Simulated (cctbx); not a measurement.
# Ba2SmNi3S7 with cctbx, script by script

Library: cctbx 2025.11. The data are simulated by the first script.

## 1. Simulate the data

run.py:

```python
from cctbx import adptbx, crystal, miller, sgtbx, xray
from cctbx.array_family import flex
from iotbx.shelx import hklf
from scitbx import matrix
import scitbx.random

cs = crystal.symmetry(unit_cell=(9.32, 9.328, 13.804, 90, 90, 90), space_group_symbol='Hall: -C 2 2')  # Cmmm
atoms = [  # label, site, U (iso, or U11 U22 U33 U12 U13 U23 in A^2), occupancy
    ("Sm1", (0.25, 0.25, 0.5), (0.0231, 0.0220, 0.0331, 0.0087, 0.0000, 0.0000), 1),
    ("Ba1", (0.25, 0.25, 0.1823), (0.0168, 0.0282, 0.0228, 0.0017, 0.0000, 0.0000), 1),
    ("Ni1", (0, 0, 0.3374), (0.0133, 0.0231, 0.0240, 0.0000, 0.0000, 0.0000), 1),
    ("Ni2", (0, 0, 0), (0.0294, 0.0338, 0.0241, -0.0000, 0.0000, 0.0000), 1),
    ("Ni3", (0.5, 0, 0.3435), (0.0379, 0.0243, 0.0312, 0.0000, 0.0000, 0.0000), 1),
    ("Ni4", (0.5, 0, 0), (0.0149, 0.0324, 0.0188, 0.0000, 0.0000, 0.0000), 1),
    ("S1", (0, 0, 0.1599), (0.0387, 0.0333, 0.0380, 0.0000, 0.0000, 0.0000), 1),
    ("S2", (0.5, 0, 0.1611), (0.0320, 0.0311, 0.0386, 0.0000, 0.0000, 0.0000), 1),
    ("S3", (0.5, 0.2444, 0.3786), (0.0295, 0.0226, 0.0246, 0.0000, 0.0000, -0.0003), 1),
    ("S4", (0.2457, 0, 0.38), (0.0284, 0.0245, 0.0235, 0.0000, -0.0010, 0.0000), 1),
    ("S5", (0.5, 0.2356, 0), (0.0583, 0.0504, 0.0543, 0.0000, 0.0000, 0.0000), 1),
]
xs = xray.structure(crystal_symmetry=cs)
for label, site, u, occ in atoms:
    u = adptbx.u_cif_as_u_star(cs.unit_cell(), u) if isinstance(u, tuple) else u
    xs.add_scatterer(xray.scatterer(label, site=site, u=u, occupancy=occ))
xs.set_inelastic_form_factors(0.71073, "sasaki")
xs.show_summary()
p1 = xs.expand_to_p1()
ms = miller.build_set(p1, anomalous_flag=True, d_min=0.65)
flex.set_random_seed(989740)
scitbx.random.set_random_seed(989740)
ms = ms.select(flex.random_double(ms.size()) < 0.95)
i = ms.structure_factors_from_scatterers(p1, algorithm="direct").f_calc().as_intensity_array().data()
i = i * 20000 / flex.max(i)
sig = flex.sqrt(i + flex.pow2(0.015 * i) + 8 ** 2)
noise = scitbx.random.variate(scitbx.random.normal_distribution())(i.size())
data = ms.array(data=i + sig * noise, sigmas=sig).set_observation_type_xray_intensity()
with open("data.hkl", "w") as f:
    data.export_as_shelx_hklf(f)
print("reflections written:", data.size(), " <I/sigma> = %.1f" % flex.mean(data.data() / data.sigmas()))
for h, a, b in list(data.sort("data"))[:12]:
    print("%4d%4d%4d %9.1f %7.1f" % (h + (a, b)))
```

```console
$ python run.py
```

```text
Number of scatterers: 11
At special positions: 11
Unit cell: (9.32, 9.328, 13.804, 90, 90, 90)
Space group: C m m m (No. 65)
reflections written: 17409  <I/sigma> = 2.8
   0   4   0   19914.7   324.7
  -4   0   0   19904.9   331.8
   4   0   0   19900.2   331.8
   0  -4   0   18892.6   324.7
   4  -4   0   12519.9   214.3
  -4  -4   0   12257.7   214.3
  -4   4   0   12203.8   214.3
   2   0   3   11986.3   208.4
   2   0  -3   11928.3   208.4
  -2   0   3   11923.5   208.4
   4   4   0   11912.6   214.3
  -2   0  -3   11772.8   208.4
```

Run time: 0.32 s on 1 thread of Intel(R) Xeon(R) CPU @ 2.60GHz (Ice Lake), on a shared host, peak memory 0.07 GiB.

## 2. Symmetry

run.py:

```python
from cctbx import crystal, sgtbx, statistics
from cctbx.array_family import flex
from iotbx.shelx import hklf

p1 = crystal.symmetry(unit_cell=(9.32, 9.328, 13.804, 90, 90, 90), space_group_symbol="P 1")
raw = hklf.reader(file_name="data.hkl").as_miller_arrays(crystal_symmetry=p1, anomalous=True)[0]
print(raw.size(), "reflections to d = %.3f A" % raw.d_min())
isig = raw.data() / raw.sigmas()
print("centring   violations  <I/sigma> of those")
best = "P"
for c in "ABCIRF":
    a = raw.customized_copy(space_group_info=sgtbx.space_group_info("Hall: %s 1" % c)).sys_absent_flags().data()
    m = flex.mean(isig.select(a))
    print("%5s %10d of %5d %8.1f" % (c, (isig.select(a) > 4).count(True), a.count(True), m))
    if (isig.select(a) > 4).count(True) < 0.01 * a.count(True):
        best = c
raw = raw.select(~raw.customized_copy(space_group_info=sgtbx.space_group_info("Hall: %s 1" % best)).sys_absent_flags().data())
isig = raw.data() / raw.sigmas()
rows = []
for s in sgtbx.space_group_symbol_iterator():
    g = sgtbx.space_group(s)
    if g.conventional_centring_type_symbol() != best or not g.is_compatible_unit_cell(p1.unit_cell(), 1e-3, 0.02):
        continue
    rows.append((s, g))
print("Laue class    unique    Rint  (classes that these axes allow; Friedel mates merged)")
rint = {}
for s, g in rows:
    laue = g.build_derived_patterson_group()
    key = laue.type().hall_symbol()
    if key not in rint:
        m = raw.customized_copy(space_group_info=laue.info(), anomalous_flag=False).merge_equivalents()
        rint[key] = m.r_int()
        print("%-14s %6d %7.3f" % (laue.type().lookup_symbol(), m.array().size(), m.r_int()))
floor = min(rint.values())
good = [(s, g) for s, g in rows if rint[g.build_derived_patterson_group().type().hall_symbol()] < 2 * floor + 0.03]
top = max(g.build_derived_patterson_group().order_z() for s, g in good)
print("space group    extra absences  I>4sigma  <I/sigma>")
for s, g in good:
    laue = g.build_derived_patterson_group()
    if laue.order_z() != top:
        continue
    a = raw.customized_copy(space_group_info=g.info()).sys_absent_flags().data()
    a &= ~raw.customized_copy(space_group_info=laue.info()).sys_absent_flags().data()
    bad = (isig.select(a) > 4).count(True)
    if bad <= 0.03 * a.count(True):
        print("%-16s %8d %10d %9s  %s" % (s.universal_hermann_mauguin(), a.count(True), bad, "%.1f" % flex.mean(isig.select(a)) if a.count(True) else "-", "centric" if g.is_centric() else "acentric"))
laue = max(good, key=lambda t: t[1].build_derived_patterson_group().order_z())[1].build_derived_patterson_group()
f = raw.customized_copy(space_group_info=laue.info(), anomalous_flag=False).merge_equivalents().array().eliminate_sys_absent().f_sq_as_f()
f.set_observation_type_xray_amplitude()
bins = max(3, min(8, f.size() // 12))
f.setup_binner(n_bins=bins)
w = statistics.wilson_plot(f, {e: n / laue.order_z() for e, n in {'Sm': 4.0, 'Ba': 8.0, 'Ni': 12.0, 'S': 28.0}.items()}, e_statistics=True)
print("Wilson B = %.2f A^2   <|E^2-1|> = %.3f (0.968 centric, 0.736 acentric)   E^2>4: %.1f %%" % (w.wilson_b, w.mean_e_sq_minus_1, w.percent_e_sq_gt_2))
print("shell (A)         n   <I/sigma>")
m = raw.customized_copy(space_group_info=laue.info(), anomalous_flag=False).merge_equivalents().array().eliminate_sys_absent()
for b in m.setup_binner(n_bins=bins).range_used():
    sel = m.binner().selection(b)
    print("%5.2f - %4.2f %6d %8.1f" % (min(m.binner().bin_d_range(b)[0] if m.binner().bin_d_range(b)[0] > 0 else 99, 99), m.binner().bin_d_range(b)[1], sel.count(True), flex.mean((m.data() / m.sigmas()).select(sel))))
```

```console
$ python run.py
```

```text
17409 reflections to d = 0.650 A
centring   violations  <I/sigma> of those
    A       1447 of  8709      2.8
    B       1447 of  8732      2.8
    C          0 of  8735      0.0
    I       1448 of  8714      2.8
    R       1866 of 11589      2.8
    F       1447 of 13088      1.9
Laue class    unique    Rint  (classes that these axes allow; Friedel mates merged)
C 1 2/m 1        2407   0.042
C 2/m 1 1        2405   0.043
C m m m          1311   0.046
space group    extra absences  I>4sigma  <I/sigma>
C 2 2 2                 0          0         -  acentric
C m m 2                 0          0         -  acentric
C 2 m m                 0          0         -  acentric
C m 2 m                 0          0         -  acentric
C 2 m b               158          1       0.9  acentric
C m 2 a               158          1       0.9  acentric
C m m m                 0          0         -  centric
C m m a               158          1       0.9  centric
C m m b               158          1       0.9  centric
Wilson B = 1.89 A^2   <|E^2-1|> = 1.142 (0.968 centric, 0.736 acentric)   E^2>4: 6.4 %
shell (A)         n   <I/sigma>
13.81 - 1.30    184     24.6
 1.30 - 1.03    174     21.6
 1.03 - 0.90    164     15.9
 0.90 - 0.82    157     12.5
 0.82 - 0.76    160     11.2
 0.76 - 0.72    157     10.1
 0.72 - 0.68    160      7.4
 0.68 - 0.65    155      6.6
```

Time: 0.27 s.

## 3. Charge flipping

run.py:

```python
import itertools
from cctbx import crystal, maptbx
from cctbx.array_family import flex
from iotbx.shelx import hklf
from smtbx.ab_initio import charge_flipping as cf

cs = crystal.symmetry(unit_cell=(9.32, 9.328, 13.804, 90, 90, 90), space_group_symbol='Hall: -C 2 2')  # Cmmm
raw = hklf.reader(file_name="data.hkl").as_miller_arrays(crystal_symmetry=cs, anomalous=True)[0]
merged = raw.eliminate_sys_absent().merge_equivalents()
fo2 = merged.array().set_observation_type_xray_intensity()
f = fo2.average_bijvoet_mates().f_sq_as_f().resolution_filter(d_min=0.8)
p1 = f.expand_to_p1()
work = p1
flex.set_random_seed(93937)
it = cf.weak_reflection_improved_iterator(delta=None, weak_reflection_fraction=0.2)
it.start(work, phases=flex.random_double(p1.size()) * 6.2832, f_000=0)
it.delta = 0.9 * it.rho_map.sigma()
print("cycle      R  skewness")
for n, st in enumerate(itertools.islice(it, 150)):
    if n % 12 == 0:
        print("%5d %6.3f %8.2f" % (n, st.r1_factor(), st.rho_map.skewness()))
rho = p1.phase_transfer(it.f_calc).fft_map().apply_volume_scaling()
polish = cf.low_density_elimination_iterator(constant_rho_c=rho.sigma())
polish.start(f_obs=p1, phases=it.f_calc, f_000=0)
for _ in range(8):
    next(polish)
print("origin shift          correlation  skewness")
maps = []
for fc, shift, cc in itertools.islice(cf.f_calc_symmetrisations(f, polish.f_calc, 0), 4):
    m = f.phase_transfer(fc).fft_map(symmetry_flags=maptbx.use_space_group_symmetry, resolution_factor=0.25).apply_sigma_scaling()
    maps.append((m.skewness(), cc, m))
    print("%6.3f %6.3f %6.3f %10.3f %9.2f" % (tuple(shift) + (cc, m.skewness())))
skew, cc, m = max((t for t in maps if t[1] > maps[0][1] - 0.04), key=lambda t: t[0])
print("taken: symmetry correlation %.3f, skewness %.2f" % (cc, skew))
peaks = m.peak_search(parameters=maptbx.peak_search_parameters(min_distance_sym_equiv=0.9, max_clusters=16)).all()
sps = cs.special_position_settings(min_distance_sym_equiv=0.5)
print("peak      x       y       z  mult  height/sigma")
for k, (x, h) in enumerate(zip(peaks.sites(), peaks.heights())):
    ss = sps.site_symmetry(x)
    print("Q%-3d %7.4f %7.4f %7.4f %4d %8.1f" % ((k + 1,) + tuple(t % 1 for t in ss.exact_site()) + (ss.multiplicity(), h)))
```

```console
$ python run.py
```

```text
cycle      R  skewness
    0  0.645     0.42
   12  0.506     1.94
   24  0.493     2.10
   36  0.496     2.25
   48  0.485     2.61
   60  0.463     4.71
   72  0.419     5.21
   84  0.390     5.11
   96  0.376     5.12
  108  0.387     5.26
  120  0.395     5.27
  132  0.386     5.22
  144  0.382     5.30
origin shift          correlation  skewness
 0.199  0.228 -0.008      0.884      3.31
 0.449  0.228 -0.008      0.884      3.32
 0.199  0.478 -0.008      0.884      3.31
 0.449  0.478 -0.008      0.884      3.32
taken: symmetry correlation 0.884, skewness 3.32
peak      x       y       z  mult  height/sigma
Q1    0.0000  0.5000  0.1658    4     14.8
Q2    0.0000  0.0000  0.1640    4     13.8
Q3    0.0000  0.5000  0.5000    2     10.9
Q4    0.0000  0.0000  0.5000    2     10.9
Q5    0.2500  0.2500  0.3372    8      6.1
Q6    0.0000  0.3403  0.0000    4      4.0
Q7    0.2486  0.1027  0.1642   16      3.9
Q8    0.2500  0.2500  0.0780    8      3.9
Q9    0.2474  0.0000  0.3076    8      3.9
Q10   0.0000  0.5000  0.0760    4      3.7
Q11   0.0000  0.1638  0.3164    8      3.6
Q12   0.2505  0.0000  0.3795    8      3.5
Q13   0.0000  0.1583  0.0000    4      3.4
Q14   0.0000  0.0000  0.0778    4      3.4
Q15   0.0000  0.3391  0.3168    8      3.2
Q16   0.0000  0.2511  0.2588    8      3.2
```

Time: 0.47 s.

## 4. Refinement (model from the peaks)

run.py:

```python
import math
from cctbx import adptbx, crystal, maptbx, sgtbx, xray
from cctbx.array_family import flex
from cctbx.xray import observations
from iotbx.shelx import hklf
from scitbx.lstbx import normal_eqns_solving
from smtbx import absolute_structure, utils
from smtbx.refinement import constraints, least_squares

cs = crystal.symmetry(unit_cell=(9.32, 9.328, 13.804, 90, 90, 90), space_group_symbol='Hall: -C 2 2')  # Cmmm
atoms = [  # label, site, U (iso, or U11 U22 U33 U12 U13 U23 in A^2), occupancy
    ("Sm1", (0, 0.5, 0.1658), 0.0200, 1),
    ("Ba1", (0, 0, 0.164), 0.0200, 1),
    ("Ba2", (0, 0.5, 0.5), 0.0200, 1),
    ("Ba3", (0, 0, 0.5), 0.0200, 1),
    ("Ni1", (0.25, 0.25, 0.3372), 0.0200, 1),
    ("Ni2", (0, 0.3403, 0), 0.0200, 1),
    ("S1", (0.2486, 0.1027, 0.1642), 0.0200, 1),
    ("S2", (0.25, 0.25, 0.078), 0.0200, 1),
    ("S3", (0, 0.5, 0.076), 0.0200, 1),
]
xs = xray.structure(crystal_symmetry=cs)
for label, site, u, occ in atoms:
    u = adptbx.u_cif_as_u_star(cs.unit_cell(), u) if isinstance(u, tuple) else u
    xs.add_scatterer(xray.scatterer(label, site=site, u=u, occupancy=occ))
xs.set_inelastic_form_factors(0.71073, "sasaki")
raw = hklf.reader(file_name="data.hkl").as_miller_arrays(crystal_symmetry=cs, anomalous=True)[0]
merged = raw.eliminate_sys_absent().merge_equivalents()
fo2 = merged.array().set_observation_type_xray_intensity()
print("Rint %.3f, %d unique reflections to %.2f A" % (merged.r_int(), fo2.size(), fo2.d_min()))
for sc in xs.scatterers():
    sc.flags.set_grad_site(True)
    sc.flags.set_grad_u_aniso(sc.flags.use_u_aniso())
    sc.flags.set_grad_u_iso(sc.flags.use_u_iso())
obs = fo2.as_xray_observations()
extra = {}
rep = constraints.reparametrisation(xs, [], utils.connectivity_table(xs), **extra)
ls = least_squares.crystallographic_ls(obs, rep, weighting_scheme=least_squares.mainstream_shelx_weighting(a=0, b=0))
print("cycle     R1     wR2    GooF  max shift (A)")
for cycle in range(6):
    ls.build_up()
    r1, wr2, goof = ls.r1_factor(cutoff_factor=2)[0], ls.wR2(), ls.goof()
    old = xs.sites_cart()
    normal_eqns_solving.levenberg_marquardt_iterations(ls, n_max_iterations=3, tau=0.0001, step_threshold=1e-7)
    big = flex.max((xs.sites_cart() - old).norms())
    print("%4d %7.4f %7.4f %7.3f %9.5f" % (cycle + 1, r1, wr2, goof, big))
    ls.build_up(objective_only=True)
    if abs(ls.wR2() - wr2) < 5e-5 and big < 5e-4:
        break
ls.build_up()
print("final R1 %.4f wR2 %.4f GooF %.3f  parameters %d  data/parameter %.1f" % (ls.r1_factor(cutoff_factor=2)[0], ls.wR2(), ls.goof(), ls.n_parameters, fo2.size() / ls.n_parameters))
cov = ls.covariance_matrix_and_annotations()
su = dict(zip(cov.annotations, (math.sqrt(max(v, 0)) for v in cov.matrix.matrix_packed_u_diagonal())))
a2 = cs.unit_cell().reciprocal_parameters()[0] ** -2
print("atom        x        y        z      Ueq    occ   su(xyz)  su(Uiso or U11)")
for sc in xs.scatterers():
    s = max(su.get(sc.label + k, 0) for k in (".x", ".y", ".z"))
    npd = "" if sc.is_positive_definite_u(cs.unit_cell()) else "  NPD"
    print("%-5s %8.5f %8.5f %8.5f %8.4f %6.3f %8.5f %7.4f%s" % ((sc.label,) + sc.site + (sc.u_iso_or_equiv(cs.unit_cell()), sc.occupancy, s, su.get(sc.label + ".uiso", su.get(sc.label + ".u11", 0) * a2), npd)))
fo = fo2.f_sq_as_f()
fc = fo.structure_factors_from_scatterers(xs, algorithm="direct").f_calc()
diff = fo.f_obs_minus_f_calc(1 / math.sqrt(ls.scale_factor()), fc).average_bijvoet_mates()
m = diff.fft_map(symmetry_flags=maptbx.use_space_group_symmetry, resolution_factor=0.25).apply_volume_scaling()
print("difference map: max %.2f min %.2f rms %.2f" % (m.statistics().max(), m.statistics().min(), m.statistics().sigma()))
peaks = m.peak_search(parameters=maptbx.peak_search_parameters(min_distance_sym_equiv=0.6, max_clusters=7)).all()
near = xs.closest_distances(peaks.sites(), distance_cutoff=4)
sps = cs.special_position_settings(min_distance_sym_equiv=0.5)
for k, (x, h) in enumerate(zip(peaks.sites(), peaks.heights())):
    ss = sps.site_symmetry(x)
    print("Q%-3d %7.4f %7.4f %7.4f %4d %7.2f  %.2f A from %s" % ((k + 1,) + tuple(t % 1 for t in ss.exact_site()) + (ss.multiplicity(), h, near.smallest_distances[k], xs.scatterers()[near.i_seqs[k]].label)))
```

```console
$ python run.py
```

```text
Rint 0.046, 1311 unique reflections to 0.65 A
cycle     R1     wR2    GooF  max shift (A)
   1  0.5447  0.8028  21.459   0.13218
   2  0.3962  0.6669  17.825   0.89815
   3  0.3536  0.5921  15.826   0.50584
   4  0.3490  0.5629  15.048   0.65972
   5  0.3410  0.5471  14.625   0.25846
   6  0.3335  0.5431  14.517   0.05917
final R1 0.3322 wR2 0.5427 GooF 14.505  parameters 18  data/parameter 72.8
atom        x        y        z      Ueq    occ   su(xyz)  su(Uiso or U11)
Sm1    0.00000  0.50000  0.17684   0.0431  1.000  0.00081  0.0034
Ba1    0.00000  0.00000  0.17059   0.0336  1.000  0.00081  0.0029
Ba2    0.00000  0.50000  0.50000   0.0632  1.000  0.00000  0.0077
Ba3    0.00000  0.00000  0.50000   0.0498  1.000  0.00000  0.0058
Ni1    0.25000  0.25000  0.34377   0.0001  1.000  0.00039  0.0009
Ni2    0.00000  0.22635  0.00000   0.5471  1.000  0.03689  0.1515
S1     0.23509  0.16314  0.21609   0.6326  1.000  0.04351  0.1392
S2     0.25000  0.25000 -0.02223   0.0194  1.000  0.00088  0.0032
S3     0.00000  0.50000  0.07076   0.3804  1.000  0.02312  0.1740
difference map: max 36.53 min -24.06 rms 2.90
Q1    0.2500  0.2500  0.3470    8   36.88  0.05 A from Ni1
Q2    0.2500  0.2500  0.1702    8   27.27  1.04 A from S1
Q3    0.2533  0.0000  0.3771    8   27.02  2.38 A from Ni1
Q4    0.0000  0.2489  0.3807    8   21.68  2.39 A from Ni1
Q5    0.2551  0.0000  0.0000    4   21.22  2.35 A from S2
Q6    0.0000  0.0000  0.0000    2   20.05  2.11 A from Ni2
Q7    0.2493  0.0000  0.2226    8   18.91  1.53 A from S1
```

Time: 0.49 s.

Figures of merit this high mean that the model is still wrong or incomplete.

## 5. Charge flipping

run.py, as its changes from the last script of this kind:

```diff
@@ -13,2 +13,3 @@
-work = p1
-flex.set_random_seed(93937)
+p1.setup_binner_counting_sorted(reflections_per_bin=max(40, p1.size() // 12))
+work = p1.array(data=p1.data() / p1.amplitude_quasi_normalisations().data())
+flex.set_random_seed(93938)
@@ -19,2 +20,2 @@
-for n, st in enumerate(itertools.islice(it, 150)):
-    if n % 12 == 0:
+for n, st in enumerate(itertools.islice(it, 300)):
+    if n % 25 == 0:
```

```console
$ python run.py
```

```text
cycle      R  skewness
    0  0.650     0.25
   25  0.488     1.66
   50  0.506     1.77
   75  0.511     1.83
  100  0.500     1.93
  125  0.497     1.95
  150  0.493     2.02
  175  0.489     2.00
  200  0.488     1.97
  225  0.497     1.96
  250  0.491     1.97
  275  0.493     1.93
origin shift          correlation  skewness
 0.330  0.323  0.083      0.844      4.11
 0.080  0.323  0.083      0.844      4.12
 0.330  0.073  0.083      0.844      4.11
 0.080  0.073  0.083      0.844      4.11
taken: symmetry correlation 0.844, skewness 4.12
peak      x       y       z  mult  height/sigma
Q1    0.0000  0.0000  0.5000    2     15.0
Q2    0.0000  0.5000  0.1659    4     14.2
Q3    0.0000  0.5000  0.5000    2     14.0
Q4    0.0000  0.0000  0.1636    4     12.7
Q5    0.2500  0.2500  0.0000    4      9.6
Q6    0.2500  0.2500  0.3317    8      8.1
Q7    0.2500  0.2500  0.5000    4      6.8
Q8    0.2486  0.0000  0.3543    8      6.2
Q9    0.0000  0.2531  0.2989    8      6.0
Q10   0.2500  0.2500  0.1932    8      3.8
Q11   0.0000  0.2833  0.0000    4      3.7
Q12   0.0000  0.2484  0.0868    8      3.2
Q13   0.0000  0.2553  0.3946    8      3.1
Q14   0.0000  0.0000  0.2836    4      2.3
Q15   0.2490  0.0000  0.0572    8      2.2
Q16   0.0000  0.5000  0.2829    4      2.1
```

Time: 0.64 s.

[Logs are printed without paths, hosts, clocks, repeated set-up lines and the standing remarks that a program may print on its own settings, such as how far it seeks lower states.]
